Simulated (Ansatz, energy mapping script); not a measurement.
# MnO2 monolayer: energy mapping under LDA+U (4.6 eV), part 3 of 3

Wanted: the magnetic order of MnO2 monolayer, its couplings and an estimate of its ordering temperature, by LDA+U (4.6 eV).

LDA with U = 4.6 eV on Mn d, ortho-atomic projectors; plane waves, U on orthogonalised atomic orbitals unless named otherwise, collinear spin, no spin–orbit coupling.

So far. Step 9 (Run 6 (uncompensated ++−; cell C, 9 atoms)): The run ends ferrimagnetic, 61.59 meV a magnetic atom above the parallel order of its cell. Step 10 (Order 7: parallel, cell D of 12 atoms): The run ends ferromagnetic. For each magnetic atom its energy differs from the parallel run of the first cell by 0.01 meV, an error that one common reference would have brought in.

## Step 11: Order 8: compensated ++−−, cell D of 12 atoms

This order reverses 4 of the 6 neighbours at 2.86 Å, 2 of the 6 neighbours at 4.95 Å and 4 of the 6 neighbours at 5.71 Å, counted for an average magnetic atom.

Input file input.yaml:

```yaml
crystal:
  lattice:
    - [1.0e-09, 4.948243996, 0.0]
    - [-5.713740004, 9.896487992, 0.0]
    - [0.0, 0.0, 16.896891]
  atoms:
    - { symbol: Mn, position: [0.0, 0.0, 0.5], spin: 4.5 }
    - { symbol: Mn, position: [0.0, 0.25, 0.5], spin: 4.5 }
    - { symbol: Mn, position: [0.0, 0.5, 0.5], spin: -4.5 }
    - { symbol: Mn, position: [0.0, 0.75, 0.5], spin: -4.5 }
    - { symbol: O, position: [0.666666667, 0.75, 0.556131] }
    - { symbol: O, position: [0.666666667, 0.0, 0.556131] }
    - { symbol: O, position: [0.666666667, 0.25, 0.556131] }
    - { symbol: O, position: [0.666666667, 0.5, 0.556131] }
    - { symbol: O, position: [0.333333333, 0.0, 0.443869] }
    - { symbol: O, position: [0.333333333, 0.25, 0.443869] }
    - { symbol: O, position: [0.333333333, 0.5, 0.443869] }
    - { symbol: O, position: [0.333333333, 0.75, 0.443869] }
magnetization:
  spin_polarized: true
kpoints:
  mp_grid: { grid: [14, 7, 1] }
hamiltonian:
  xc: lda
  hubbard:
    sites:
      - { species: Mn, l: d, u_eff: 4.6 }
      - { site: 0, l: d, u_eff: 4.6, starting_ns: [{ spin: up, occupation_matrix: mn1_major }, { spin: down, occupation_matrix: mn1_minor }] }
      - { site: 1, l: d, u_eff: 4.6, starting_ns: [{ spin: up, occupation_matrix: mn1_major }, { spin: down, occupation_matrix: mn1_minor }] }
      - { site: 2, l: d, u_eff: 4.6, starting_ns: [{ spin: up, occupation_matrix: mn1_minor }, { spin: down, occupation_matrix: mn1_major }] }
      - { site: 3, l: d, u_eff: 4.6, starting_ns: [{ spin: up, occupation_matrix: mn1_minor }, { spin: down, occupation_matrix: mn1_major }] }
    projectors: ortho-atomic
    occupation_matrices:
      mn1_major:
        matrix:
          - [0.992, 0.0, 0.0, 0.0, 0.0]
          - [0.0, 0.766, 0.0, 0.0, 0.192]
          - [0.0, 0.0, 0.766, 0.192, 0.0]
          - [0.0, 0.0, 0.192, 0.83, 0.0]
          - [0.0, 0.192, 0.0, 0.0, 0.83]
      mn1_minor:
        matrix:
          - [0.103, 0.0, 0.0, 0.0, 0.0]
          - [0.0, 0.231, 0.0, 0.0, -0.112]
          - [0.0, 0.0, 0.231, -0.112, 0.0]
          - [0.0, 0.0, -0.112, 0.214, 0.0]
          - [0.0, -0.112, 0.0, 0.0, 0.214]
scf:
  occupations: { method: fermi_dirac, width: 0.07 }
output:
  eigenvalues: true
```

Command:

```console
$ ansatz run input.yaml --threads 4 --pin off --max-ram 8192MiB --backend cpu --events-out ev --progress --plain --runs-dir out
```

Numbers of over 12 decimals in the logs are rounded to 6 here.

Log:

```text
[...]
Crystal: 12 atoms, lattice volume = 477.725 Å³
Basis set: ecut = 420 eV, 9347 PW (Γ), FFT grids on a1, −2a1+a2, a3
Bands: 76, of which v1, the nominal top of the filled ones, is band 54 counted from 1 (53 counted from 0)
Symmetry: 4 space group operations
[...]
k-points: 32 of 98
[...]
Starting moments: Σ|m| = 18 μB on 4 of 12 sites
[...]
k-point 1 ↑: bands = [... 50 lower, -5.2849, -5.1183, -5.0677, -4.9557, -2.2901, -1.9918, -1.7976, -1.7711, ... 18 higher]
  k-point 2 ↑: bands = [... 50 lower, -5.1200, -5.0731, -5.0277, -4.7604, -2.0667, -1.9576, -1.9157, -1.7956, ... 18 higher]
  k-point 31 ↓: bands = [... 50 lower, -4.9767, -4.9767, -4.7215, -4.7215, -2.1724, -2.1724, -1.7710, -1.7710, ... 18 higher]
Occupation matrices written to <dir>
[key lines of the parts left out:]
SCF converged after 17 iterations
Magnetization: 0.0000 μB (54.0000 up, 54.0000 down)
Free energy (F): -19793.017175 eV
Fermi energy:    -3.506596 eV
```

It took 51 s on 4 threads of Arm Neoverse V2, shared host; peak memory 2.3 GiB; 3.2 min of CPU time.

The run ends antiferromagnetic, 63.71 meV a magnetic atom above the parallel order of its cell.

## Step 12: Mapping onto a Heisenberg model

Each energy difference is a sum of couplings weighted by the pairs that the order reverses. A few near shells are fitted to the differences by least squares. Energies are those extrapolated to zero occupation width, not the free energies F.

The orders side by side; each is measured from the parallel order in the same cell and on the same mesh:

| order | atoms | energy (meV a magnetic atom) | moments (μB) | moments kept as typed | opposed neighbours at 2.86, 4.95, 5.71 Å |
| --- | --- | --- | --- | --- | --- |
| parallel in cell A | 6 | 0.00 | 2.80 | yes | 0, 0, 0 |
| compensated +− in cell A | 6 | 72.99 | 2.71 | yes | 4, 4, 0 |
| parallel in cell B | 9 | 0.00 | 2.80 | yes | 0, 0, 0 |
| uncompensated ++− in cell B | 9 | 44.57 | 2.70 to 2.76 | yes | 2.67, 4, 2.67 |
| parallel in cell C | 9 | 0.00 | 2.80 | yes | 0, 0, 0 |
| uncompensated ++− in cell C | 9 | 61.59 | 2.65 to 2.74 | yes | 4, 0, 4 |
| parallel in cell D | 12 | 0.00 | 2.80 | yes | 0, 0, 0 |
| compensated ++−− in cell D | 12 | 63.71 | 2.71 | yes | 4, 2, 4 |

Fitted to E = −Σ J e·e over ordered pairs of unit vectors (J > 0 favours parallel moments):

| pair | distance (Å) | neighbours | J (meV) |
| --- | --- | --- | --- |
| Mn–Mn | 2.86 | 6 | 8.68 |
| Mn–Mn | 4.95 | 6 | 0.441 |
| Mn–Mn | 5.71 | 6 | -0.966 |

Adding the shell at 7.56 Å gives 8.8, 0.44, -0.99 and -0.045 meV and a mean-field temperature of 378 K, an exact solve that tests nothing.

Limits of this fit: couplings between layers, chains or clusters are absent from the fit or under 2 % of the largest, so temperatures below mark short-range order.

In mean field these couplings order at 379 K.

## Step 13: Finite temperature

Mean field ignores fluctuations and overstates the ordering temperature, so the model is also sampled. The heat capacity peaks where order sets in.

Classical unit spins with these couplings on 30×30×1 copies of a cell that holds the lowest order (900 spins), heat-bath sweeps, cooled from random directions, 1004 sweeps to settle and 3014 measured at each temperature, averaged over 4 runs.

| T (K) | heat capacity (k_B a spin) |
| --- | --- |
| 45.4 | 1.07 |
| 77.7 | 1.09 |
| 126 | 1.21 |
| 158 | 1.36 |
| 191 | 1.58 |
| 207 | 1.65 |
| 239 | 1.37 |
| 271 | 1.05 |
| 304 | 0.86 |
| 336 | 0.68 |
| 384 | 0.49 |
| 417 | 0.42 |

The smoothed heat capacity has a broad peak at 202 K. An isotropic layer has no long-range order above 0 K, so no order parameter is shown.

## Step 14: What came out

- lowest order tried: parallel
- largest fitted value, Mn–Mn at 2.86 Å: 8.68 meV
- ordering temperature, mean field: 379 K
- heat-capacity peak, Monte Carlo: 202 K

**Reading.** Of the orders tried, MnO2 monolayer prefers parallel moments under LDA+U (4.6 eV). The largest fitted coupling is the Mn–Mn pair at 2.86 Å, ferromagnetic at 8.7 meV, across a ligand at about 97°. A ferromagnetic sign on a path near 90° is what the Goodenough–Kanamori rules expect, though these runs do not test the mechanism. With 4 differences for 3 couplings the fit misses by 0.21 meV at most, a small part of the spread. In the fitted orders moments change by up to 5.3 % against the parallel run of the same cell, so the mapping is rough. The fitted couplings above 2 % of the largest link the moments within layers only, where isotropic couplings give no order above 0 K. The peak at 202 K marks where short-range order sets in on this finite lattice; real ordering needs anisotropy.

[Logs and program files are shortened in this print: banners, set-up blocks, solver, clock and traceback lines can be left out without a mark of their own.]

[Logs are printed without paths, hosts, clocks, repeated set-up lines and the standing remarks that a program may print on its own settings, such as how far it seeks lower states.]

[Hosts, paths, dates, database ids (printed as entryN), source tags and the programs' standing remarks are cut or masked in the printed files.]

[Where a cell is said to come from a database of computed structures, the database is the Materials Project.]
